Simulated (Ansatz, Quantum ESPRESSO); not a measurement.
# ZrPbO3 (Pm-3m): zone-centre phonons, part 2 of 3

Which modes does ZrPbO3 (Pm-3m) have at the zone centre?

Quantum ESPRESSO 7.5; DFT LDA, scalar-relativistic, plane waves, JTH PAW pseudopotentials.

So far. Step 4 (Relaxing the cell and atoms): Little changed from the start: no atom moved by 0.005 Å and no cell edge by 0.1 %. Step 5 (Ground state): The cell stands at -0.002 GPa, close enough for phonons. The relaxed cell has a = 4.103 Å (conventional setting).

## (6) Linear response at Γ

At q = 0 one unit cell holds all displacements; symmetry groups them into irreducible representations that are solved one by one. The response to a field gives ε∞ and the Born charges, which polar modes need.

ph.in

```
phonons
&inputph
   prefix = 'x'
   outdir = './tmp'
   fildyn = 'g.dyn'
   tr2_ph = 1.0d-18
   epsil = .true.
/
0.000000000000 0.000000000000 0.000000000000
```

Started as:

```sh
$ OMP_NUM_THREADS=1 mpirun -n 4 ph.x -nk 4 -in ph.in > ph.out
```

Output:

```text
[banners, grids, parts of the stress and lines that vanish by symmetry left out]
[banner, memory and clock lines left out]
Program PHONON v.7.5

     ./tmp/x.save/

     file Zr.upf: wavefunction(s)  5S 5P 4D 0D renormalized
     file Pb.upf: wavefunction(s)  0S 6P 0P 5D 0D renormalized
     file O.upf: wavefunction(s)  0S 2P 0P renormalized

     IMPORTANT: XC functional enforced from input :
     Exchange-correlation= PW
                           (   1   4   0   0   0   0   0)
     Any further DFT definition will be discarded
     Please, verify this is what you really want

     G-vector sticks info

     Check: negative core charge=   -0.000002
     Reading collected, re-writing distributed wavefunctions in ./tmp/

     Number and degeneracy of irreps per q-point
       N         xq(1)         xq(2)         xq(3)   N irreps
       1   0.000000000   0.000000000   0.000000000       5
        3   3   3   3   3

     Calculation of q =    0.0000000   0.0000000   0.0000000

     phonons

     bravais-lattice index     =            0
     lattice parameter (alat)  =       7.7538  a.u.
     unit-cell volume          =     466.1692 (a.u.)^3
     number of atoms/cell      =            5
     number of atomic types    =            3
     kinetic-energy cut-off    =      50.0000  Ry
     charge density cut-off    =     250.0000  Ry
     convergence threshold     =      1.0E-18
     beta                      =       0.7000
     number of iterations used =            4
     Exchange-correlation= PW
                           (   1   4   0   0   0   0   0)

     celldm(1)=    7.75380  celldm(2)=    0.00000  celldm(3)=    0.00000
     celldm(4)=    0.00000  celldm(5)=    0.00000  celldm(6)=    0.00000

     crystal axes: (cart. coord. in units of alat)
               a(1) = (  1.0000  0.0000  0.0000 )
               a(2) = (  0.0000  1.0000  0.0000 )
               a(3) = (  0.0000  0.0000  1.0000 )

     reciprocal axes: (cart. coord. in units 2 pi/alat)
               b(1) = (  1.0000  0.0000  0.0000 )
               b(2) = (  0.0000  1.0000  0.0000 )
               b(3) = (  0.0000  0.0000  1.0000 )

     Atoms inside the unit cell:

     Cartesian axes

     site n.  atom      mass           positions (alat units)
        1  Zr     91.2240   tau(    1) = (    0.00000    0.00000    0.00000  )
        2  Pb    207.2000   tau(    2) = (    0.50000    0.50000    0.50000  )
        3  O      15.9990   tau(    3) = (    0.50000    0.00000    0.00000  )
        4  O      15.9990   tau(    4) = (    0.00000    0.00000    0.50000  )
        5  O      15.9990   tau(    5) = (    0.00000    0.50000    0.00000  )

     Computing dynamical matrix for
                    q = (   0.0000000   0.0000000   0.0000000 )

     49 Sym.Ops. (with q -> -q+G )

     G cutoff =  380.7232  (  31103 G-vectors)     FFT grid: ( 40, 40, 40)
     G cutoff =  304.5786  (  22143 G-vectors)  smooth grid: ( 36, 36, 36)
     number of k points=    20
                       cart. coord. in units 2pi/alat
        k(    1) = (   0.0000000   0.0000000   0.0000000), wk =   0.0092593
        k(    2) = (   0.0000000   0.0000000   0.1666667), wk =   0.0555556
        k(    3) = (   0.0000000   0.0000000   0.3333333), wk =   0.0555556
        [... further k-points left out ...]

     PseudoPot. # 1 for Zr read from file:
     ./pseudo/Zr.upf
     Pseudo is Projector augmented-wave + core cor, Zval = 12.0
     Shape of augmentation charge: BESSEL

     PseudoPot. # 2 for Pb read from file:
     ./pseudo/Pb.upf
     Pseudo is Projector augmented-wave + core cor, Zval = 14.0
     Shape of augmentation charge: BESSEL

     PseudoPot. # 3 for O  read from file:
     ./pseudo/O.upf
     Pseudo is Projector augmented-wave + core cor, Zval =  6.0
     Shape of augmentation charge: SINC**2

     Mode symmetry, O_h (m-3m)  point group:

     Electric field:
     Dielectric constant
     Born effective charges as d Force / d E

     Atomic displacements:
     There are    5 irreducible representations

     Representation     1      3 modes -  To be done

     Representation     2      3 modes -  To be done

     Representation     3      3 modes -  To be done

     Representation     4      3 modes -  To be done

     Representation     5      3 modes -  To be done

     Alpha used in Ewald sum =   2.3000

     Electric Fields Calculation

      iter #   1   av.it.:  10.5
      thresh= 1.000E-02 alpha_mix =  0.700 |ddv_scf|^2 =  7.288E-08

      [... iterations left out ...]
      iter #   9   av.it.:  18.8
      thresh= 1.355E-10 alpha_mix =  0.700 |ddv_scf|^2 =  2.408E-20

     End of electric fields calculation

          Dielectric constant in cartesian axis

          (       6.986966574       0.000000000       0.000000000 )
          (       0.000000000       6.986966574       0.000000000 )
          (       0.000000000       0.000000000       6.986966574 )

          Effective charges (d Force / dE) in cartesian axis without acoustic sum rule applied (asr)

           atom    1  Zr    Mean Z*:        5.91099
      Ex  (        5.91099        0.00000        0.00000 )
      Ey  (        0.00000        5.91099        0.00000 )
      Ez  (        0.00000        0.00000        5.91099 )
           atom    2  Pb    Mean Z*:        3.88937
      Ex  (        3.88937        0.00000        0.00000 )
      Ey  (        0.00000        3.88937        0.00000 )
      Ez  (        0.00000        0.00000        3.88937 )
           atom    3  O     Mean Z*:       -3.28320
      Ex  (       -4.86620        0.00000        0.00000 )
      Ey  (        0.00000       -2.49170        0.00000 )
      Ez  (        0.00000        0.00000       -2.49170 )
           atom    4  O     Mean Z*:       -3.28320
      Ex  (       -2.49170        0.00000        0.00000 )
      Ey  (        0.00000       -2.49170        0.00000 )
      Ez  (        0.00000        0.00000       -4.86620 )
           atom    5  O     Mean Z*:       -3.28320
      Ex  (       -2.49170        0.00000        0.00000 )
      Ey  (        0.00000       -4.86620        0.00000 )
      Ez  (        0.00000        0.00000       -2.49170 )

          Effective charges Sum: Mean:       -0.04924
             -0.04924        0.00000        0.00000
              0.00000       -0.04924        0.00000
              0.00000        0.00000       -0.04924

          Effective charges (d Force / dE) in cartesian axis with asr applied:
           atom    1  Zr    Mean Z*:        5.92083
      E*x (        5.92083        0.00000        0.00000 )
      E*y (        0.00000        5.92083        0.00000 )
      E*z (        0.00000        0.00000        5.92083 )
           atom    2  Pb    Mean Z*:        3.89922
      E*x (        3.89922        0.00000        0.00000 )
      E*y (        0.00000        3.89922        0.00000 )
      E*z (        0.00000        0.00000        3.89922 )
           atom    3  O     Mean Z*:       -3.27335
      E*x (       -4.85635        0.00000        0.00000 )
      E*y (        0.00000       -2.48185        0.00000 )
      E*z (        0.00000        0.00000       -2.48185 )
           atom    4  O     Mean Z*:       -3.27335
      E*x (       -2.48185        0.00000        0.00000 )
      E*y (        0.00000       -2.48185        0.00000 )
      E*z (        0.00000        0.00000       -4.85635 )
           atom    5  O     Mean Z*:       -3.27335
      E*x (       -2.48185        0.00000        0.00000 )
      E*y (        0.00000       -4.85635        0.00000 )
      E*z (        0.00000        0.00000       -2.48185 )

     Representation #   1 modes #   1   2   3

     Self-consistent Calculation

      iter #   1   av.it.:  10.0
      thresh= 1.000E-02 alpha_mix =  0.700 |ddv_scf|^2 =  7.436E-07

      [... iterations left out ...]
      iter #   8   av.it.:  19.5
      thresh= 6.676E-10 alpha_mix =  0.700 |ddv_scf|^2 =  2.217E-19

     End of self-consistent calculation

     Convergence has been achieved

     Representation #   2 modes #   4   5   6

     Self-consistent Calculation

      iter #   1   av.it.:  10.2
      thresh= 1.000E-02 alpha_mix =  0.700 |ddv_scf|^2 =  2.369E-06

      [... iterations left out ...]
      iter #   9   av.it.:  18.9
      thresh= 3.517E-10 alpha_mix =  0.700 |ddv_scf|^2 =  8.677E-19

     End of self-consistent calculation

     Convergence has been achieved

     Representation #   3 modes #   7   8   9

     Self-consistent Calculation

      iter #   1   av.it.:   9.9
      thresh= 1.000E-02 alpha_mix =  0.700 |ddv_scf|^2 =  1.617E-06

      [... iterations left out ...]
      iter #   9   av.it.:  18.1
      thresh= 1.203E-10 alpha_mix =  0.700 |ddv_scf|^2 =  2.056E-20

     End of self-consistent calculation

     Convergence has been achieved

     Representation #   4 modes #  10  11  12

     Self-consistent Calculation

      iter #   1   av.it.:   9.7
      thresh= 1.000E-02 alpha_mix =  0.700 |ddv_scf|^2 =  9.506E-07

      [... iterations left out ...]
      iter #   8   av.it.:  18.8
      thresh= 4.197E-10 alpha_mix =  0.700 |ddv_scf|^2 =  5.995E-19

     End of self-consistent calculation

     Convergence has been achieved

     Representation #   5 modes #  13  14  15

     Self-consistent Calculation

      iter #   1   av.it.:   9.4
      thresh= 1.000E-02 alpha_mix =  0.700 |ddv_scf|^2 =  3.185E-07

      [... iterations left out ...]
      iter #   7   av.it.:  20.3
      thresh= 1.262E-10 alpha_mix =  0.700 |ddv_scf|^2 =  5.956E-21

     End of self-consistent calculation

     Convergence has been achieved

     Number of q in the star =    1
     List of q in the star:
          1   0.000000000   0.000000000   0.000000000

          Dielectric constant in cartesian axis

          (       6.986966574       0.000000000       0.000000000 )
          (       0.000000000       6.986966574       0.000000000 )
          (       0.000000000       0.000000000       6.986966574 )

          Effective charges (d Force / dE) in cartesian axis without acoustic sum rule applied (asr)

           atom    1  Zr    Mean Z*:        5.91099
      Ex  (        5.91099        0.00000        0.00000 )
      Ey  (        0.00000        5.91099        0.00000 )
      Ez  (        0.00000        0.00000        5.91099 )
           atom    2  Pb    Mean Z*:        3.88937
      Ex  (        3.88937        0.00000        0.00000 )
      Ey  (        0.00000        3.88937        0.00000 )
      Ez  (        0.00000        0.00000        3.88937 )
           atom    3  O     Mean Z*:       -3.28320
      Ex  (       -4.86620        0.00000        0.00000 )
      Ey  (        0.00000       -2.49170        0.00000 )
      Ez  (        0.00000        0.00000       -2.49170 )
           atom    4  O     Mean Z*:       -3.28320
      Ex  (       -2.49170        0.00000        0.00000 )
      Ey  (        0.00000       -2.49170        0.00000 )
      Ez  (        0.00000        0.00000       -4.86620 )
           atom    5  O     Mean Z*:       -3.28320
      Ex  (       -2.49170        0.00000        0.00000 )
      Ey  (        0.00000       -4.86620        0.00000 )
      Ez  (        0.00000        0.00000       -2.49170 )

          Effective charges Sum: Mean:       -0.04924
             -0.04924        0.00000        0.00000
              0.00000       -0.04924        0.00000
              0.00000        0.00000       -0.04924

          Effective charges (d Force / dE) in cartesian axis with asr applied:
           atom    1  Zr    Mean Z*:        5.92083
      E*x (        5.92083        0.00000        0.00000 )
      E*y (        0.00000        5.92083        0.00000 )
      E*z (        0.00000        0.00000        5.92083 )
           atom    2  Pb    Mean Z*:        3.89922
      E*x (        3.89922        0.00000        0.00000 )
      E*y (        0.00000        3.89922        0.00000 )
      E*z (        0.00000        0.00000        3.89922 )
           atom    3  O     Mean Z*:       -3.27335
      E*x (       -4.85635        0.00000        0.00000 )
      E*y (        0.00000       -2.48185        0.00000 )
      E*z (        0.00000        0.00000       -2.48185 )
           atom    4  O     Mean Z*:       -3.27335
      E*x (       -2.48185        0.00000        0.00000 )
      E*y (        0.00000       -2.48185        0.00000 )
      E*z (        0.00000        0.00000       -4.85635 )
           atom    5  O     Mean Z*:       -3.27335
      E*x (       -2.48185        0.00000        0.00000 )
      E*y (        0.00000       -4.85635        0.00000 )
      E*z (        0.00000        0.00000       -2.48185 )

     Diagonalizing the dynamical matrix

     q = (    0.000000000   0.000000000   0.000000000 )

 **************************************************************************
     freq (    1) =      -4.307536 [THz] =    -143.683925 [cm-1]
     freq (    2) =      -4.307536 [THz] =    -143.683925 [cm-1]
     freq (    3) =      -4.307536 [THz] =    -143.683925 [cm-1]
     freq (    4) =      -0.024580 [THz] =      -0.819907 [cm-1]
     freq (    5) =      -0.024580 [THz] =      -0.819907 [cm-1]
     freq (    6) =      -0.024580 [THz] =      -0.819907 [cm-1]
     freq (    7) =       0.547341 [THz] =      18.257325 [cm-1]
     freq (    8) =       0.547341 [THz] =      18.257325 [cm-1]
     freq (    9) =       0.547341 [THz] =      18.257325 [cm-1]
     freq (   10) =       4.572923 [THz] =     152.536282 [cm-1]
     freq (   11) =       4.572923 [THz] =     152.536282 [cm-1]
     freq (   12) =       4.572923 [THz] =     152.536282 [cm-1]
     freq (   13) =      17.413483 [THz] =     580.851271 [cm-1]
     freq (   14) =      17.413483 [THz] =     580.851271 [cm-1]
     freq (   15) =      17.413483 [THz] =     580.851271 [cm-1]
 **************************************************************************

     Mode symmetry, O_h (m-3m)  point group:

     freq (   1-   3) =       -143.7  [cm-1]   --> T_1u G_15  G_4- I
     freq (   4-   6) =         -0.8  [cm-1]   --> T_1u G_15  G_4- I
     freq (   7-   9) =         18.3  [cm-1]   --> T_2u G_25  G_5-
     freq (  10-  12) =        152.5  [cm-1]   --> T_1u G_15  G_4- I
     freq (  13-  15) =        580.9  [cm-1]   --> T_1u G_15  G_4- I
```

Run time: 7.1 min. Hardware: 4 MPI ranks of Arm Neoverse V2, shared host.

Read from the output:

* miss of the charge sum rule: 0.04924 e
* largest acoustic frequency at the zone centre before the sum rule: -0.82 cm⁻¹
* highest optical zone-centre mode (no LO-TO term): 580.9 cm⁻¹
* lowest optical zone-centre mode: -143.7 cm⁻¹
* mean high-frequency dielectric constant: 6.987
* largest Born charge in size (third of the trace): 5.911 e

Born charge (rows field, columns displacement), before the sum rule (e), principal values of the symmetric part by kind of site:

```csv
atom,atoms with these values,low,middle,high,mean
Zr1,1,5.91,5.91,5.91,5.91
Pb2,1,3.89,3.89,3.89,3.89
O3,3,-4.87,-2.49,-2.49,-3.28
```

In full for O3:

```
-4.87  0.00  0.00
 0.00 -2.49  0.00
 0.00  0.00 -2.49
```

High-frequency dielectric tensor:

```
6.99 0.00 0.00
0.00 6.99 0.00
0.00 0.00 6.99
```

The acoustic modes at Γ come out as far as 0.8 cm⁻¹ from zero, where they should vanish, a small numerical error; the Born charges miss their sum rule by 0.049 e, which is fair. The lowest optical mode is imaginary, 144i cm⁻¹, an instability at this level and on this k mesh.

## (7) Modes with the sum rule

A rigid shift of the crystal must cost nothing, but grids and finite bases break this; the acoustic sum rule is imposed before the matrix is diagonalised again. With Born charges the intensities follow; a static dielectric tensor has no meaning with imaginary modes.

dynmat.in

```
&input
   fildyn = 'g.dyn'
   asr = 'simple'
   fileig = 'dynmat.eig'
   lperm = .true.
/
```

Started as:

```sh
$ dynmat.x -in dynmat.in > dynmat.out
```

Output:

```text
[banner, memory and clock lines left out]
Program DYNMAT v.7.5

     Reading Dynamical Matrix from file g.dyn
     ...Force constants read
     ...epsilon and Z* read
     A direction for q was not specified:TO-LO splitting will be absent

     Polarizability (A^3 units)
     multiply by 0.333817 for Clausius-Mossotti correction
        32.911220    0.000000    0.000000
         0.000000   32.911220    0.000000
         0.000000    0.000000   32.911220

     IR activities are in (D/A)^2/amu units

# mode   [cm-1]    [THz]      IR
    1   -143.66   -4.3068   26.0080
    2   -143.66   -4.3068   26.0080
    3   -143.66   -4.3068   26.0080
    4     -0.00   -0.0000    0.0000
    5      0.00    0.0000    0.0000
    6      0.00    0.0000    0.0000
    7     18.51    0.5549    0.0000
    8     18.51    0.5549    0.0000
    9     18.51    0.5549    0.0000
   10    152.54    4.5731    9.7703
   11    152.54    4.5731    9.7703
   12    152.54    4.5731    9.7703
   13    580.86   17.4137   26.5544
   14    580.86   17.4137   26.5544
   15    580.86   17.4137   26.5544

Electronic dielectric permittivity tensor (relative, adimensional)
         6.986967    0.000000    0.000000
         0.000000    6.986967    0.000000
         0.000000    0.000000    6.986967

 ... with zone-center polar mode contributions
        22.380930    0.000000    0.000000
         0.000000   22.380930   -0.000000
         0.000000   -0.000000   22.380930

[end of the log left out, with the tail of the file of modes that dynmat.x writes under the same name]
```

Elapsed: 0.46 s, on 1 thread.

Unit eigenvectors of the mass-weighted matrix after the sum rule; no LO-TO term. The modes at Γ (shares of kinetic energy by element, %) (negative means imaginary):

```csv
mode,frequency (cm⁻¹),Zr %,Pb %,O %
1,-143.7,2,24,74
2,-143.7,2,24,74
3,-143.7,2,24,74
4,0.0,26,60,14
5,0.0,26,60,14
6,0.0,26,60,14
7,18.5,0,0,100
8,18.5,0,0,100
9,18.5,0,0,100
10,152.5,67,16,17
11,152.5,67,16,17
12,152.5,67,16,17
13,580.9,5,0,95
14,580.9,5,0,95
15,580.9,5,0,95
```

Displacements in mode 1 (-143.7 cm⁻¹), the largest set to 1:
```
Zr1  0.01 -0.01  0.10
Pb2 -0.01  0.03 -0.23
O3   0.02 -0.13  1.00
O4   0.05 -0.13  0.41
O5   0.05 -0.05  1.00
```

Displacements in mode 7 (18.5 cm⁻¹), the largest set to 1:
```
Zr1  0.00  0.00  0.00
Pb2  0.00  0.00  0.00
O3   0.00  0.00  1.00
O4   0.01  0.00  0.00
O5  -0.01  0.00 -1.00
```

Degenerate modes summed, no LO-TO term; imaginary modes left out. Lines of the infrared spectrum (strongest = 100):

```csv
position (cm⁻¹),lines merged,"IR intensity, relative"
19,3,0.0
153,3,37
581,3,100
```

The rule moves no optical mode by more than 0.3 cm⁻¹.

## (8) Sum rules set otherwise: a sum rule for molecules or wires on a crystal

This rule also removes rotations, which suits wires and not a crystal; it is tried to see the harm.

dynmat.in

```
&input
   fildyn = 'g.dyn'
   asr = 'one-dim'
   fileig = 'dynmat.eig'
   lperm = .true.
/
```

Started as:

```sh
$ dynmat.x -in dynmat.in > dynmat.out
```

Output:

```text
[banner, memory and clock lines left out]
Program DYNMAT v.7.5

     Reading Dynamical Matrix from file g.dyn
     ...Force constants read
     ...epsilon and Z* read
asr rotation axis in 1D system=    3
     Acoustic Sum Rule: || Z*(ASR) - Z*(orig)|| =    1.294436E+00
     Acoustic Sum Rule: ||dyn(ASR) - dyn(orig)||=    1.392949E-01
     A direction for q was not specified:TO-LO splitting will be absent

     Polarizability (A^3 units)
     multiply by 0.333817 for Clausius-Mossotti correction
        32.911220    0.000000    0.000000
         0.000000   32.911220    0.000000
         0.000000    0.000000   32.911220

     IR activities are in (D/A)^2/amu units

# mode   [cm-1]    [THz]      IR
    1   -167.96   -5.0354   28.8366
    2   -143.66   -4.3068   26.0090
    3   -143.66   -4.3068   26.0090
    4     -0.00   -0.0000    0.0000
    5     -0.00   -0.0000    0.0000
    6      0.00    0.0000    0.0000
    7      0.00    0.0000    0.0000
    8     18.26    0.5473    0.0000
    9     18.26    0.5473    0.0000
   10    152.54    4.5729    9.7687
   11    152.54    4.5729    9.7687
   12    181.62    5.4450    5.7759
   13    548.38   16.4400   25.0738
   14    580.85   17.4135   26.5549
   15    580.85   17.4135   26.5549

Electronic dielectric permittivity tensor (relative, adimensional)
         6.986967    0.000000    0.000000
         0.000000    6.986967    0.000000
         0.000000    0.000000    6.986967

 ... with zone-center polar mode contributions
        18.673470    3.706205    0.000000
         3.706205   18.673470    0.000000
         0.000000    0.000000   22.379675

[end of the log left out, with the tail of the file of modes that dynmat.x writes under the same name]
```

It took 0.46 s on 1 thread.

The run ended normally, but on settings that are not sound.

The fault: a sum rule for molecules or wires on a crystal; 1 optical mode is projected out to zero frequency, as if it were a rotation.

For a crystal the rule has to be 'simple' or 'crystal'.

Zone-centre frequencies as printed; negative means imaginary. Modes:

```csv
mode,frequency (cm⁻¹)
1,-168
2,-143.7
3,-143.7
4,0
5,0
6,0
7,0
8,18.26
9,18.26
10,152.5
11,152.5
12,181.6
13,548.4
14,580.9
15,580.9
```

(Part 2 of 3 ends here.)

[Host names and launcher messages were left out of these logs when they were recorded.]

[Logs are printed without paths, hosts, clocks, repeated set-up lines and the standing remarks that a program may print on its own settings, such as how far it seeks lower states.]

[Hosts, paths, dates, database ids (printed as entryN), source tags and the programs' standing remarks are cut or masked in the printed files.]
